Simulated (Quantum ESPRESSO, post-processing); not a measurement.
# MgS, rock salt type, strained in the (001) plane, stepped through biaxial strain in the plane, part 6 of 6

Aim: how the results for MgS, rock salt type, strained in the (001) plane change with biaxial strain in the plane.

Quantum ESPRESSO 7.5; plane-wave DFT, PBE, GBRV ultrasoft pseudopotentials.

So far. Step 6 (Variable-cell relaxation, -3 %):  The last row is no step: it is a fresh SCF in the final cell with a new plane-wave basis, -0 meV from the row before. Step 9 (Relaxing cell and ions, 3 %):  The last row is no step: it is a fresh SCF in the final cell with a new plane-wave basis, +0 meV from the row before.

The structure was built from a prototype and need not be the compound's stable phase.

### 12. Relaxing cell and ions, 4 %

Contents of m8.relax.in:

```
&control
  prefix = 'm8.relax'
  outdir = './out'
  pseudo_dir = './pseudo'
  nstep = 40
  forc_conv_thr = 0.001
  calculation = 'vc-relax'
/
&system
  ibrav = 0
  nat = 4
  ntyp = 2
  ecutwfc = 50
  ecutrho = 250
  occupations = 'fixed'
/
&electrons
  conv_thr = 1e-10
  mixing_beta = 0.6
  electron_maxstep = 120
/
&ions
/
&cell
  cell_dofree = 'z'
  press_conv_thr = 0.3
/
ATOMIC_SPECIES
  Mg  24.3050  mg_pbe_v1.4.uspp.F.UPF
  S   32.0600  s_pbe_v1.4.uspp.F.UPF
CELL_PARAMETERS angstrom
  3.84471662016000 0.00000000000000 0.00000000000000
  0.00000000000000 3.84471662016000 0.00000000000000
  0.00000000000000 0.00000000000000 5.22682067900000
ATOMIC_POSITIONS crystal
  Mg  0.000000000000 0.000000000000 0.000000000000
  S   0.500000000000 0.500000000000 0.000000000000
  Mg  0.500000000000 0.500000000000 0.500000000000
  S   0.000000000000 0.000000000000 0.500000000000
K_POINTS automatic
  6 6 6 0 0 0
```

On the command line:

```
> OMP_NUM_THREADS=1 mpirun -n 4 pw.x -nk 4 -in m8.relax.in > m8.relax.out
```

Log:

```text
[banner, memory and clock lines left out]
Program PWSCF v.7.5 starts
[...]
Message from routine setup:
[...]
number of electrons       =        32.00
     number of Kohn-Sham states=           16
     kinetic-energy cutoff     =      50.0000  Ry
     charge density cutoff     =     250.0000  Ry
[...]
number of k points=    40
[...]
Dense  grid:    34785 G-vectors     FFT dimensions: (  40,  40,  50)
[...]
Starting wfcs are   18 randomized atomic wfcs
[...]
estimated scf accuracy    <       0.39122041 Ry
[...]
estimated scf accuracy    <       0.03569905 Ry
[...]
estimated scf accuracy    <       0.00286022 Ry
[...]
estimated scf accuracy    <       0.00045708 Ry
[...]
estimated scf accuracy    <       0.00014268 Ry
[...]
estimated scf accuracy    <       0.00000441 Ry
[...]
estimated scf accuracy    <       0.00000201 Ry
[...]
estimated scf accuracy    <       0.00000023 Ry
[...]
estimated scf accuracy    <          4.1E-09 Ry
[...]
estimated scf accuracy    <          2.3E-09 Ry
[...]
estimated scf accuracy    <          9.7E-10 Ry
[...]
highest occupied level (ev):     5.2889
!    total energy              =    -299.25967166 Ry
     estimated scf accuracy    <          1.4E-11 Ry
[...]
one-electron contribution =    -204.40546372 Ry
     hartree contribution      =     104.67083562 Ry
     xc contribution           =     -50.82606072 Ry
     ewald contribution        =    -148.69898285 Ry
     convergence has been achieved in  12 iterations
[...]
Total force =     0.000000     Total SCF correction =     0.000000
[...]
estimated scf accuracy    <       0.00000790 Ry
[...]
estimated scf accuracy    <       0.00000065 Ry
[...]
estimated scf accuracy    <       0.00000002 Ry
[...]
estimated scf accuracy    <          2.6E-09 Ry
[...]
highest occupied level (ev):     5.3505
!    total energy              =    -299.26018320 Ry
     estimated scf accuracy    <          8.7E-11 Ry
[...]
one-electron contribution =    -204.04629901 Ry
     hartree contribution      =     104.56140178 Ry
     xc contribution           =     -50.83581739 Ry
     ewald contribution        =    -148.93946858 Ry
     convergence has been achieved in   5 iterations
[...]
Total force =     0.000000     Total SCF correction =     0.000000
[...]
estimated scf accuracy    <       0.00000990 Ry
[...]
estimated scf accuracy    <       0.00000079 Ry
[...]
estimated scf accuracy    <       0.00000002 Ry
[...]
estimated scf accuracy    <          3.0E-09 Ry
[...]
estimated scf accuracy    <          1.0E-10 Ry
[...]
estimated scf accuracy    <          3.2E-12 Ry
[...]
estimated scf accuracy    <          2.1E-12 Ry
[...]
highest occupied level (ev):     5.4188
!    total energy              =    -299.26059809 Ry
     estimated scf accuracy    <          1.2E-13 Ry
[...]
one-electron contribution =    -203.65402783 Ry
     hartree contribution      =     104.44322797 Ry
     xc contribution           =     -50.84680135 Ry
     ewald contribution        =    -149.20299688 Ry
     convergence has been achieved in   8 iterations
[...]
Total force =     0.000000     Total SCF correction =     0.000000
[...]
estimated scf accuracy    <       0.00002306 Ry
[...]
estimated scf accuracy    <       0.00000188 Ry
[...]
estimated scf accuracy    <       0.00000005 Ry
[...]
estimated scf accuracy    <          6.2E-09 Ry
[...]
estimated scf accuracy    <          1.7E-10 Ry
[...]
estimated scf accuracy    <          8.4E-12 Ry
[...]
estimated scf accuracy    <          7.7E-12 Ry
[...]
highest occupied level (ev):     5.5227
!    total energy              =    -299.26090542 Ry
     estimated scf accuracy    <          3.2E-13 Ry
[...]
one-electron contribution =    -203.07145101 Ry
     hartree contribution      =     104.27058471 Ry
     xc contribution           =     -50.86381904 Ry
     ewald contribution        =    -149.59622007 Ry
     convergence has been achieved in   8 iterations
[...]
Total force =     0.000000     Total SCF correction =     0.000000
[...]
estimated scf accuracy    <       0.00000179 Ry
[...]
estimated scf accuracy    <       0.00000013 Ry
[...]
estimated scf accuracy    <          3.0E-09 Ry
[...]
estimated scf accuracy    <          4.5E-10 Ry
[...]
estimated scf accuracy    <          1.5E-11 Ry
[...]
highest occupied level (ev):     5.5512
!    total energy              =    -299.26091901 Ry
     estimated scf accuracy    <          8.5E-13 Ry
[...]
one-electron contribution =    -202.91449096 Ry
     hartree contribution      =     104.22467454 Ry
     xc contribution           =     -50.86855457 Ry
     ewald contribution        =    -149.70254802 Ry
     convergence has been achieved in   6 iterations
[...]
Total force =     0.000000     Total SCF correction =     0.000000
[...]
number of electrons       =        32.00
     number of Kohn-Sham states=           16
     kinetic-energy cutoff     =      50.0000  Ry
     charge density cutoff     =     250.0000  Ry
[...]
number of k points=    40
[...]
Dense  grid:    34129 G-vectors     FFT dimensions: (  40,  40,  50)
[...]
Starting wfcs are   18 randomized atomic wfcs
[...]
estimated scf accuracy    <       0.35143197 Ry
[...]
estimated scf accuracy    <       0.02337387 Ry
[...]
estimated scf accuracy    <       0.00183871 Ry
[...]
estimated scf accuracy    <       0.00007985 Ry
[...]
estimated scf accuracy    <       0.00000149 Ry
[...]
estimated scf accuracy    <       0.00000098 Ry
[...]
estimated scf accuracy    <       0.00000036 Ry
[...]
estimated scf accuracy    <       0.00000003 Ry
[...]
estimated scf accuracy    <          5.2E-10 Ry
[...]
estimated scf accuracy    <          3.7E-10 Ry
[...]
estimated scf accuracy    <          4.0E-12 Ry
[...]
highest occupied level (ev):     5.5512
!    total energy              =    -299.26089319 Ry
     estimated scf accuracy    <          2.0E-13 Ry
[...]
one-electron contribution =    -202.91456375 Ry
     hartree contribution      =     104.22478808 Ry
     xc contribution           =     -50.86856950 Ry
     ewald contribution        =    -149.70254802 Ry
     convergence has been achieved in  12 iterations
[...]
Total force =     0.000000     Total SCF correction =     0.000000
[...]
```

Run time: 1.8 min. Hardware: 4 MPI ranks of Intel Xeon Platinum 8259CL at 2.50GHz (Skylake/Cascade Lake), shared host; peak memory 0.44 GiB.

The steps of the relaxation:

| step | energy less that of the first step (eV) | largest force (eV/Å) | volume (Å³) |
| --- | --- | --- | --- |
| 1 | 0.0000 | 0.0000 | 77.26 |
| 2 | -0.0070 | 0.0000 | 76.86 |
| 3 | -0.0126 | 0.0000 | 76.41 |
| 4 | -0.0168 | 0.0000 | 75.74 |
| 5 | -0.0170 | 0.0000 | 75.56 |
| 6 | -0.0166 | 0.0000 | 75.56 |

| conventional cell, symmetrised | before | after | change |
| --- | --- | --- | --- |
| a (Å) | 3.845 | 3.845 | -0.0 % |
| b (Å) | 3.845 | 3.845 | -0.0 % |
| c (Å) | 5.227 | 5.112 | -2.2 % |
| volume (Å³/atom) | 19.32 | 18.89 | -2.2 % |

Final coordinates:

```xyz
4
Lattice="3.8447 0.0000 0.0000 0.0000 3.8447 0.0000 0.0000 0.0000 5.1118" Properties=species:S:1:pos:R:3 pbc="T T T"
Mg    0.0000    0.0000    0.0000
S     1.9224    1.9224    0.0000
Mg    1.9224    1.9224    2.5559
S     0.0000    0.0000    2.5559
```

 The last row is no step: it is a fresh SCF in the final cell with a new plane-wave basis, +0 meV from the row before.

Numbers from this step:

| Property | Result |
| --- | --- |
| free energy | -4071.6519 eV |
| valence top, on the run's zero | 5.551 eV |

### 13. Self-consistent run, 4 %

Contents of m8.scf.in:

```
&control
  prefix = 'm8.scf'
  outdir = './out'
  pseudo_dir = './pseudo'
  calculation = 'scf'
  tprnfor = .true.
/
&system
  ibrav = 0
  nat = 4
  ntyp = 2
  ecutwfc = 40
  ecutrho = 200
  occupations = 'fixed'
  nbnd = 20
/
&electrons
  conv_thr = 1e-09
  mixing_beta = 0.6
  electron_maxstep = 120
/
ATOMIC_SPECIES
  Mg  24.3050  mg_pbe_v1.4.uspp.F.UPF
  S   32.0600  s_pbe_v1.4.uspp.F.UPF
CELL_PARAMETERS angstrom
  3.84471662000000 0.00000000000000 0.00000000000000
  0.00000000000000 3.84471662000000 0.00000000000000
  0.00000000000000 0.00000000000000 5.11184701100000
ATOMIC_POSITIONS crystal
  Mg  0.000000000000 0.000000000000 0.000000000000
  S   0.500000000000 0.500000000000 0.000000000000
  Mg  0.500000000000 0.500000000000 0.500000000000
  S   0.000000000000 0.000000000000 0.500000000000
K_POINTS automatic
  6 6 6 0 0 0
```

On the command line:

```
> OMP_NUM_THREADS=1 mpirun -n 4 pw.x -nk 4 -in m8.scf.in > m8.scf.out
```

Log:

```text
[banner, memory and clock lines left out]
Program PWSCF v.7.5 starts
[...]
Message from routine setup:
[...]
number of electrons       =        32.00
     number of Kohn-Sham states=           20
     kinetic-energy cutoff     =      40.0000  Ry
     charge density cutoff     =     200.0000  Ry
[...]
number of k points=    40
[...]
Dense  grid:    24391 G-vectors     FFT dimensions: (  36,  36,  45)
[...]
Starting wfcs are   18 randomized atomic wfcs +    2 random wfcs
[...]
estimated scf accuracy    <       0.35644485 Ry
[...]
estimated scf accuracy    <       0.02822036 Ry
[...]
estimated scf accuracy    <       0.00201655 Ry
[...]
estimated scf accuracy    <       0.00006481 Ry
[...]
estimated scf accuracy    <       0.00000099 Ry
[...]
estimated scf accuracy    <       0.00000002 Ry
[...]
highest occupied, lowest unoccupied level (ev):     5.5515    7.9592
!    total energy              =    -299.26044462 Ry
     estimated scf accuracy    <          9.9E-10 Ry
[...]
one-electron contribution =    -202.91782575 Ry
     hartree contribution      =     104.22929581 Ry
     xc contribution           =     -50.86936664 Ry
     ewald contribution        =    -149.70254803 Ry
     convergence has been achieved in   7 iterations
[...]
Total force =     0.000000     Total SCF correction =     0.000000
[...]
```

It took 14 s on 4 MPI ranks; peak memory 0.36 GiB; 53 s of CPU time.

Read from the output:

```
free energy                          : -4071.6458 eV
conduction bottom, on the run's zero : 7.959 eV
gap by band count                    : 2.408 eV
```

### 14. Complex band structure, 4 %

Contents of m8.cbs.in:

```
&inputcond
  outdir = './out'
  prefixl = 'm8.scf'
  band_file = 'm8.cbs'
  ikind = 0
  ewind = 4.0
  epsproj = 1e-05
  nz1 = 7
  energy0 = 4.95
  denergy = -0.15
/
3
  0.00000000 0.00000000 1.00000000
  0.50000000 0.00000000 1.00000000
  0.50000000 0.50000000 1.00000000
41
```

On the command line:

```
> OMP_NUM_THREADS=1 mpirun -n 4 pwcond.x -in m8.cbs.in > m8.cbs.out
```

Log:

```text
[banner, memory and clock lines left out]
Program PWCOND v.7.5 starts
[citation notice left out]

[...]
./out/m8.scf.save/

     IMPORTANT: XC functional enforced from input :
     Exchange-correlation= PBE
                           (   1   4   3   4   0   0   0)
     Any further DFT definition will be discarded
     Please, verify this is what you really want

     Reading collected, re-writing distributed wavefunctions

===== INPUT FILE containing the left lead =====

     GEOMETRY:

     lattice parameter (alat)  =       7.2655  a.u.
[...]
-0.2874574  -0.0000000   4.8000000
  -0.3355063   0.0000000   4.8000000
  -0.4990683   0.0000000   4.8000000
[... further energies and points left out ...]
---  E-Ef =   -0.9000000  k =    0.5000000   0.5000000
---  ie =         40  ik =          3
 Nchannels of the left tip =            0
 Right moving states:
   k1(2pi/a)   k2(2pi/a)   E-Ef (eV)
 Left moving states:
   k1(2pi/a)   k2(2pi/a)   E-Ef (eV)

---  E-Ef =   -1.0500000  k =    0.5000000   0.5000000
---  ie =         41  ik =          3
 Nchannels of the left tip =            0
 Right moving states:
   k1(2pi/a)   k2(2pi/a)   E-Ef (eV)
 Left moving states:
   k1(2pi/a)   k2(2pi/a)   E-Ef (eV)

[...]
```

Wall time 2.3 min (4 MPI ranks); peak memory 0.27 GiB; 9.1 min of CPU time.

K across = (0, 0) in the cell's reciprocal vectors; values within 0.0025 1/Å of each other count once, columns are sorted by size at each energy, a dash where no further value was kept. Table of Im kz of the slowest decaying states by energy, zero at the highest filled level of the SCF mesh:

| energy (eV) | decay 1 (Å⁻¹) | decay 2 (Å⁻¹) | decay 3 (Å⁻¹) |
| --- | --- | --- | --- |
| -1.05 | 0.574 | 1.22 | 1.70 |
| -0.90 | 0.564 | 1.20 | 1.70 |
| -0.75 | 0.554 | 1.18 | 1.69 |
| -0.60 | 0.544 | 1.17 | 1.68 |
| -0.45 | 0.533 | 1.15 | 1.67 |
| -0.30 | 0.521 | 1.13 | 1.66 |
| -0.15 | 0.098 | 0.509 | 1.11 |
| 0.00 | 0.013 | 0.135 | 0.496 |
| 0.15 | 0.16 | 0.186 | 0.483 |
| 0.30 | 0.179 | 0.257 | 0.469 |
| 0.45 | 0.194 | 0.307 | 0.454 |
| 0.60 | 0.206 | 0.347 | 0.438 |
| 0.75 | 0.214 | 0.379 | 0.422 |
| 0.90 | 0.221 | 0.404 | 0.976 |
| 1.05 | 0.225 | 0.385 | 0.429 |
| 1.20 | 0.228 | 0.365 | 0.449 |
| 1.35 | 0.228 | 0.343 | 0.466 |
| 1.50 | 0.227 | 0.32 | 0.481 |
| 1.65 | 0.224 | 0.294 | 0.494 |
| 1.80 | 0.22 | 0.264 | 0.505 |
| 2.10 | 0.19 | 0.205 | 0.523 |
| 2.25 | 0.137 | 0.194 | 0.53 |
| 2.40 | 0.033 | 0.181 | 0.537 |
| 2.55 | 0.165 | 0.542 | 0.709 |
| 2.70 | 0.144 | 0.546 | 0.679 |
| 2.85 | 0.117 | 0.549 | 0.648 |
| 3.00 | 0.076 | 0.551 | 0.615 |
| 3.15 | 0.553 | 0.581 | 1.38 |
| 3.30 | 0.544 | 0.553 | 1.37 |
| 3.45 | 0.504 | 0.553 | 1.35 |
| 3.60 | 0.461 | 0.553 | 1.34 |
| 3.75 | 0.413 | 0.551 | 1.32 |
| 4.05 | 0.295 | 0.547 | 1.29 |
| 4.20 | 0.212 | 0.543 | 1.27 |
| 4.35 | 0.052 | 0.539 | 1.26 |
| 4.50 | 0.534 | 1.24 | 1.34 |
| 4.65 | 0.529 | 1.22 | 1.32 |
| 4.80 | 0.523 | 1.21 | 1.30 |
| 4.95 | 0.516 | 1.19 | 1.28 |

### 15. The series side by side

The series in one table, energies over the lowest:

| biaxial strain in the plane | energy (eV) | gap on the mesh (eV) | peak of the slowest decay at Γ (1/Å) | energy of that peak over the valence top (eV) | peak of the slowest decay at (1/2, 0) (1/Å) |
| --- | --- | --- | --- | --- | --- |
| -4 % | 0.1330 | 2.639 | 0.234 | 1.8 | 0.323 |
| -3 % | 0.0719 | 2.658 | 0.233 | 1.8 | 0.327 |
| -2 % | 0.0308 | 2.685 | 0.233 | 1.8 | 0.332 |
| -1 % | 0.0075 | 2.72 | 0.232 | 1.65 | 0.336 |
| 0 % | 0.0000 | 2.757 | 0.231 | 1.65 | 0.341 |
| 1 % | 0.0064 | 2.654 | 0.23 | 1.5 | 0.346 |
| 2 % | 0.0246 | 2.563 | 0.23 | 1.5 | 0.351 |
| 3 % | 0.0541 | 2.481 | 0.229 | 1.35 | 0.355 |
| 4 % | 0.0931 | 2.408 | 0.228 | 1.2 | 0.36 |

### 16. By hand

Within ±2 % E = 69.3 eV × ε². With E = V M ε² for equal strain along both axes, M = 69.3/71.43 Å³ × 160.2 = 155 GPa.

### 17. Results

| Quantity | Value |
| --- | --- |
| gap on the mesh, at -4 % and at 4 % | 2.64, 2.41 eV |
| peak of the slowest decay at Γ, at -4 % and at 4 % | 0.23, 0.23 1/Å |
| energy of that peak over the valence top, at -4 % and at 4 % | 1.80, 1.20 eV |
| peak of the slowest decay at (1/2, 0), at -4 % and at 4 % | 0.32, 0.36 1/Å |
| biaxial modulus, with c free | 155 GPa |

In words: The series holds 9 members (PBE, GBRV ultrasoft). From -4 % to 4 % the gap on the mesh goes from 2.64 to 2.41 eV by way of 2.76 at 0 %. Strain of either sign splits the degenerate band edges, which is one way to get a peak at zero. From -4 % to 4 % the peak of the slowest decay at Γ falls from 0.23 to 0.23 1/Å. From -4 % to 4 % the energy of that peak over the valence top falls from 1.80 to 1.20 eV. From -4 % to 4 % the peak of the slowest decay at (1/2, 0) rises from 0.32 to 0.36 1/Å. Atoms keep their symmetric sites, so polar or tilted distortions are left out; semilocal gaps and decay constants are too small; no spin-orbit coupling; three points across.

[Logs are printed without paths, hosts, clocks, repeated set-up lines and the standing remarks that a program may print on its own settings, such as how far it seeks lower states.]

[Hosts, paths, dates, database ids (printed as entryN), source tags and the programs' standing remarks are cut or masked in the printed files.]

[Maps of the electrostatic potential energy from Ansatz leave out the sawtooth potential of an applied field or a dipole correction, so their vacuum need not be flat; planar profiles and work functions include it.]
